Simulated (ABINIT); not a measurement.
## A GW chain in ABINIT: Na2H6Pt (Fm-3m)

Wanted: ground state, empty states, screening and self-energy for Na2H6Pt (Fm-3m).

Program: ABINIT 10.8.3. Level of theory: LDA and many-body steps on it, plane waves. Results are calculated unless marked as measured.

**1. Starting point**

The structure is cubic, space group Fm-3m (No. 225). Conventional cell: a = 7.259 Å, b = 7.259 Å, c = 7.259 Å, α = 90.00°, β = 90.00°, γ = 90.00°. Na has 12 H at 2.57 Å nearest. Nearest to H lie 1 Pt at 1.64 Å and 4 H at 2.32 Å and 4 Na at 2.57 Å. Nearest to Pt lie 6 H at 1.64 Å. Farther neighbours are not listed.

As a file:

```cif
data_structure
_symmetry_space_group_name_H-M 'P 1'
_symmetry_Int_Tables_number 1
_cell_length_a 5.1326
_cell_length_b 5.1326
_cell_length_c 5.1326
_cell_angle_alpha 60.000
_cell_angle_beta 60.000
_cell_angle_gamma 60.000
_cell_volume 95.61
loop_
_atom_site_label
_atom_site_type_symbol
_atom_site_fract_x
_atom_site_fract_y
_atom_site_fract_z
_atom_site_occupancy
Na1 Na 0.75000 0.75000 0.75000 1
Na2 Na 0.25000 0.25000 0.25000 1
H3 H 0.77446 0.77446 0.22554 1
H4 H 0.22554 0.77446 0.22554 1
H5 H 0.77446 0.22554 0.22554 1
H6 H 0.22554 0.22554 0.77446 1
H7 H 0.77446 0.22554 0.77446 1
H8 H 0.22554 0.77446 0.77446 1
Pt9 Pt 0.00000 0.00000 0.00000 1
```

The cell and positions are those that the Materials Project relaxed with its own functionals (PBE, PBE+U or r2SCAN), kept fixed. Spin-orbit coupling is left out unless a step names it.

**2. Ground state**

This step: ABINIT 10.8.3; DFT, LDA, plane waves, norm-conserving pseudopotentials.

The ground-state density comes first.

Contents of run.abi:

```
acell 3*1.0 Angstrom
rprim 
  0.000000000000 3.629315950000 3.629315950000
  3.629315950000 -0.000000000000 3.629315950000
  3.629315950000 3.629315950000 -0.000000000000
ntypat 3
znucl 11 1 78
natom 9
typat 1 1 2 2 2 2 2 2 3
xred 
  0.750000000000 0.750000000000 0.750000000000
  0.250000000000 0.250000000000 0.250000000000
  0.774464350000 0.774464350000 0.225535650000
  0.225535650000 0.774464350000 0.225535650000
  0.774464350000 0.225535650000 0.225535650000
  0.225535650000 0.225535650000 0.774464350000
  0.774464350000 0.225535650000 0.774464350000
  0.225535650000 0.774464350000 0.774464350000
  0.000000000000 0.000000000000 0.000000000000
pp_dirpath "pseudos"
pseudos "Na.upf, H.upf, Pt.upf"
ecut 38
ngkpt 6 6 6
nshiftk 1
shiftk 0 0 0
kptopt 1
chksymbreak 0
nband 29
occopt 1
tolvrs 1e-10
nstep 60
prtwf 0
optforces 0
optstress 0
indata_prefix "in"
outdata_prefix "out"
tmpdata_prefix "tmp"
```

The run is started by

```bash
> OMP_NUM_THREADS=1 mpirun -n 4 abinit run.abi > log
```

Numbers of over 12 decimals in the logs are rounded to 6 here.

The log of the run:

```text
.Version 10.8.3 of ABINIT. v10.8.2 released Aug 2026.

 Symmetries : space group Fm -3 m (#225); Bravais cF (face-center cubic)
================================================================================
 Values of the parameters that define the memory need of the present run
     intxc =       0    ionmov =       0      iscf =       7    lmnmax =       8
     lnmax =       8     mgfft =      54  mpssoang =       4    mqgrid =    3001
     natom =       9  nloc_mem =       1    nspden =       1   nspinor =       1
    nsppol =       1      nsym =      48    n1xccc =    2501    ntypat =       3
    occopt =       1   xclevel =       1
-    mband =          29        mffmem =           1         mkmem =           4
       mpw =        7243          nfft =      157464          nkpt =          16
================================================================================
  Rough estimation (10% accuracy) of disk space for files :
================================================================================

--------------------------------------------------------------------------------
------------- Echo of variables that govern the present computation ------------
--------------------------------------------------------------------------------
 -outvars: echo values of preprocessed input variables --------
            acell      1.8897261259E+00  1.8897261259E+00  1.8897261259E+00 Bohr

      chksymbreak           0
             ecut      3.80000000E+01 Hartree
-          fftalg         312

              ixc       -1012
              kpt      0.00000000E+00  0.00000000E+00  0.00000000E+00
                       1.66666667E-01  0.00000000E+00  0.00000000E+00
                       3.33333333E-01  0.00000000E+00  0.00000000E+00
                       5.00000000E-01  0.00000000E+00  0.00000000E+00
                       1.66666667E-01  1.66666667E-01  0.00000000E+00
                       3.33333333E-01  1.66666667E-01  0.00000000E+00
                       5.00000000E-01  1.66666667E-01  0.00000000E+00
                      -3.33333333E-01  1.66666667E-01  0.00000000E+00
                      -1.66666667E-01  1.66666667E-01  0.00000000E+00
   [... 5 further rows ...]
                      -3.33333333E-01  3.33333333E-01  1.66666667E-01
                      -3.33333333E-01  5.00000000E-01  1.66666667E-01
         kptrlatt        6    0    0      0    6    0      0    0    6
          kptrlen      5.81955655E+01
P           mkmem           4
            natom           9
            nband          29
            ngfft          54      54      54
             nkpt          16
            nstep          60
             nsym          48
           ntypat           3
              occ      2.000000  2.000000  2.000000  2.000000  2.000000  2.000000
                       2.000000  2.000000  2.000000  2.000000  2.000000  2.000000
                       2.000000  2.000000  2.000000  2.000000  2.000000  2.000000
                       2.000000  2.000000  2.000000  0.000000  0.000000  0.000000
                       0.000000  0.000000  0.000000  0.000000  0.000000
        optforces           0
        optstress           0
            prtwf           0
            rprim      0.0000000000E+00  3.6293159500E+00  3.6293159500E+00
[...]
spgroup         225

           tolvrs      1.00000000E-10

             xred      7.5000000000E-01  7.5000000000E-01  7.5000000000E-01
[...]
znucl       11.00000    1.00000   78.00000

================================================================================

 chkinp: Checking input parameters for consistency.

================================================================================
== DATASET  1 ==================================================================
-   mpi_nproc: 4, omp_nthreads: 1 (-1 if OMP is not activated)

--- !DatasetInfo
iteration_state: {dtset: 1, }
dimensions: {natom: 9, nkpt: 16, mband: 29, nsppol: 1, nspinor: 1, nspden: 1, mpw: 7243, }
cutoff_energies: {ecut:  38.0, pawecutdg:  -1.0, }
electrons: {nelect:   4.20000000E+01, charge:   0.00000000E+00, occopt:   1.00000000E+00, tsmear:   1.00000000E-02, }

 Real(R)+Recip(G) space primitive vectors, cartesian coordinates (Bohr,Bohr^-1):
 R(1)=  0.0000000  6.8584132  6.8584132  G(1)= -0.0729032  0.0729032  0.0729032
 R(2)=  6.8584132  0.0000000  6.8584132  G(2)=  0.0729032 -0.0729032  0.0729032
 R(3)=  6.8584132  6.8584132  0.0000000  G(3)=  0.0729032  0.0729032 -0.0729032
 Unit cell volume ucvol=  6.4520976E+02 bohr^3
 Angles (23,13,12)=  6.00000000E+01  6.00000000E+01  6.00000000E+01 degrees

 getcut: wavevector=  0.0000  0.0000  0.0000  ngfft=  54  54  54
         ecut(hartree)=     38.000   => boxcut(ratio)=   2.00700

--- Pseudopotential description ------------------------------------------------
- Na Generated using ONCVPSP code by D. R. Hamann
- 11.00000   9.00000  180309                  znucl, zion, pspdat
12 -1012 1 -1 1968                            pspcod,pspxc,lmax,lloc,mmax
     nproj     2     2     0     0
  pspatm : epsatm=    9.37365322
         --- l  ekb(1:nproj) -->
[...]
pspatm: atomic psp has been read  and splines computed

- H Generated using ONCVPSP code by D. R. Hamann
-  1.00000   1.00000  180309                  znucl, zion, pspdat
[...]
pspatm : epsatm=    0.35439867
         --- l  ekb(1:nproj) -->
[...]
1   -0.275071
 pspatm: atomic psp has been read  and splines computed

- Pt Generated using ONCVPSP code by D. R. Hamann
- 78.00000  18.00000  180309                  znucl, zion, pspdat
12 -1012 3 -1 1340                            pspcod,pspxc,lmax,lloc,mmax
     nproj     2     2     2     2
  pspatm : epsatm=   26.53268550
         --- l  ekb(1:nproj) -->
[...]
pspatm: atomic psp has been read  and splines computed

   1.99106812E+03                                ecore*ucvol(ha*bohr**3)
--------------------------------------------------------------------------------

_setup2: Arith. and geom. avg. npw (full set) are    7218.551    7218.541

================================================================================

--- !BeginCycle
iteration_state: {dtset: 1, }
solver: {iscf: 7, nstep: 60, nline: 4, wfoptalg: 0, }
tolerances: {tolvrs: 1.00E-10, }

     iter   Etot(hartree)      deltaE(h)  residm     vres2
 ETOT  1  -225.25466943124    -2.253E+02 2.113E-01 5.032E+02
 ETOT  2  -225.30344454729    -4.878E-02 2.314E-02 1.395E+03
 ETOT  3  -225.48849650677    -1.851E-01 1.917E-03 2.218E+01
 ETOT  4  -225.49031091829    -1.814E-03 1.733E-03 1.281E-01
 ETOT  5  -225.49033939857    -2.848E-05 3.144E-04 1.605E-02
 ETOT  6  -225.49034172841    -2.330E-06 5.621E-04 2.259E-03
 ETOT  7  -225.49034198809    -2.597E-07 1.640E-04 4.454E-04
 ETOT  8  -225.49034201733    -2.924E-08 4.217E-04 1.478E-05
 ETOT  9  -225.49034201854    -1.214E-09 1.166E-04 2.347E-07
 ETOT 10  -225.49034201857    -2.501E-11 4.099E-04 1.055E-09
 ETOT 11  -225.49034201856     1.248E-11 1.250E-04 1.331E-10
 ETOT 12  -225.49034201855     1.023E-12 3.883E-04 6.485E-13

 At SCF step   12       vres2   =  6.49E-13 < tolvrs=  1.00E-10 =>converged.

--- !ResultsGS
iteration_state: {dtset: 1, }
comment   : Summary of ground state results
lattice_vectors:
- [  0.0000000,   6.8584132,   6.8584132, ]
- [  6.8584132,  -0.0000000,   6.8584132, ]
- [  6.8584132,   6.8584132,  -0.0000000, ]
lattice_lengths: [   9.69926,    9.69926,    9.69926, ]
lattice_angles: [ 60.000,  60.000,  60.000, ] # degrees, (23, 13, 12)
lattice_volume:   6.4520976E+02
convergence: {deltae:  1.023E-12, res2:  6.485E-13, residm:  3.883E-04, diffor:  0.000E+00, }
etotal    :  -2.25490342E+02
entropy   :   0.00000000E+00
fermie    :   1.13493423E-02
cartesian_stress_tensor: null
pressure_GPa: null
xred      :
- [  7.5000E-01,   7.5000E-01,   7.5000E-01, Na]
- [  2.5000E-01,   2.5000E-01,   2.5000E-01, Na]
- [  7.7446E-01,   7.7446E-01,   2.2554E-01,  H]
- [  2.2554E-01,   7.7446E-01,   2.2554E-01,  H]
- [  7.7446E-01,   2.2554E-01,   2.2554E-01,  H]
- [  2.2554E-01,   2.2554E-01,   7.7446E-01,  H]
- [  7.7446E-01,   2.2554E-01,   7.7446E-01,  H]
- [  2.2554E-01,   7.7446E-01,   7.7446E-01,  H]
- [  0.0000E+00,   0.0000E+00,   0.0000E+00, Pt]
cartesian_forces: null
force_length_stats: {min: null, max: null, mean: null, }

 Integrated electronic density in atomic spheres:
 ------------------------------------------------
 Atom  Sphere_radius  Integrated_density
[...]
================================================================================

 ----iterations are completed or convergence reached----

 Mean square residual over all n,k,spin=   87.710E-08; max=  38.830E-05
 reduced coordinates (array xred) for    9 atoms
[...]
0.774464350000      0.225535650000      0.225535650000
       0.225535650000      0.225535650000      0.774464350000
       0.774464350000      0.225535650000      0.774464350000
       0.225535650000      0.774464350000      0.774464350000
       0.000000000000      0.000000000000      0.000000000000
 rms dE/dt=  0.0000E+00; max dE/dt=  0.0000E+00; dE/dt below (all hartree)
    1       0.000000000000      0.000000000000      0.000000000000
    2       0.000000000000      0.000000000000      0.000000000000
    3       0.000000000000      0.000000000000      0.000000000000
    4       0.000000000000      0.000000000000      0.000000000000
    5       0.000000000000      0.000000000000      0.000000000000
    6       0.000000000000      0.000000000000      0.000000000000
    7       0.000000000000      0.000000000000      0.000000000000
    8       0.000000000000      0.000000000000      0.000000000000
    9       0.000000000000      0.000000000000      0.000000000000

 cartesian coordinates (angstrom) at end:
    1      5.443974     5.443974     5.443974
[...]
5      1.637080     3.629316     3.629316
    6      3.629316     3.629316     1.637080
    7      3.629316     5.621552     3.629316
    8      5.621552     3.629316     3.629316
    9      0.000000     0.000000     0.000000
 length scales=  1.889726125908  1.889726125908  1.889726125908 bohr
              =  1.000000000000  1.000000000000  1.000000000000 angstroms
 prteigrs : about to open file out_EIG
 Fermi (or HOMO) energy (hartree) =   0.01135   Average Vxc (hartree)=  -0.33608
 Eigenvalues (hartree) for nkpt=  16  k points:
 kpt#   1, nband= 29, wtk=  0.00463, kpt=  0.0000  0.0000  0.0000 (reduced coord)
  -3.56737   -1.87864   -1.87864   -1.87864   -1.78435   -1.78423   -0.77452   -0.77452
  -0.77452   -0.77369   -0.77369   -0.77369   -0.21577   -0.15236   -0.15236   -0.04400
  -0.04400   -0.04400    0.00262    0.00262    0.00262    0.21720    0.27850    0.27850
   0.31314    0.31314    0.31314    0.34362    0.34362
 prteigrs : prtvol=0 or 1, do not print more k-points.

--- !EnergyTerms
iteration_state     : {dtset: 1, }
comment             : Components of total free energy in Hartree
kinetic             :  9.56836201152054E+01
hartree             :  7.96655845690178E+01
xc                  : -3.90389689403540E+01
Ewald energy        : -1.10936313203840E+02
psp_core            :  3.08592374406643E+00
local_psp           : -2.31635107162822E+02
non_local_psp       : -2.23150811398279E+01
total_energy        : -2.25490342018555E+02
total_energy_eV     : -6.13590479140526E+03
band_energy         : -3.62047535110397E+01

== END DATASET(S) ==============================================================
================================================================================

 -outvars: echo values of variables after computation  --------
           etotal     -2.2549034202E+02
            nband          29
             nkpt          16
          spgroup         225
 [... the other variables as echoed above ...]

 Calculation completed.
```

Run time: 2.6 min. Hardware: 4 MPI ranks of AMD EPYC 7571, shared host; peak memory 0.46 GiB.

This step gave:

- total energy: -6135.9048 eV
- gap: 3.300 eV
- k of the valence top: -0.1667, 0.1667, 0
- k of the conduction bottom: 0.5, 0.5, 0
- least direct gap: 4.115 eV

The gap is indirect, with the least direct gap 0.81 eV higher.

[end of part 1 of 3]

[Paths, hosts, dates, memory and timing lines, banners, echoed tables and standing remarks are left out of the program output.]

[Logs are printed without paths, hosts, clocks, repeated set-up lines and the standing remarks that a program may print on its own settings, such as how far it seeks lower states.]

[Runs of the session that timed out or met a known fault of the program may be left out.]

[Hosts, paths, dates, database ids (printed as entryN), source tags and the programs' standing remarks are cut or masked in the printed files.]

[G0W0 gaps are taken among the corrected bands and points alone; a level outside them can change the order at an edge.]

[Where Ansatz stands beside ABINIT at settings called matched, ABINIT's density can come from a denser mesh and the files from another edition; pairs whose starting gaps differed by over 0.03 eV were left out, so agreement reads better than it is.]
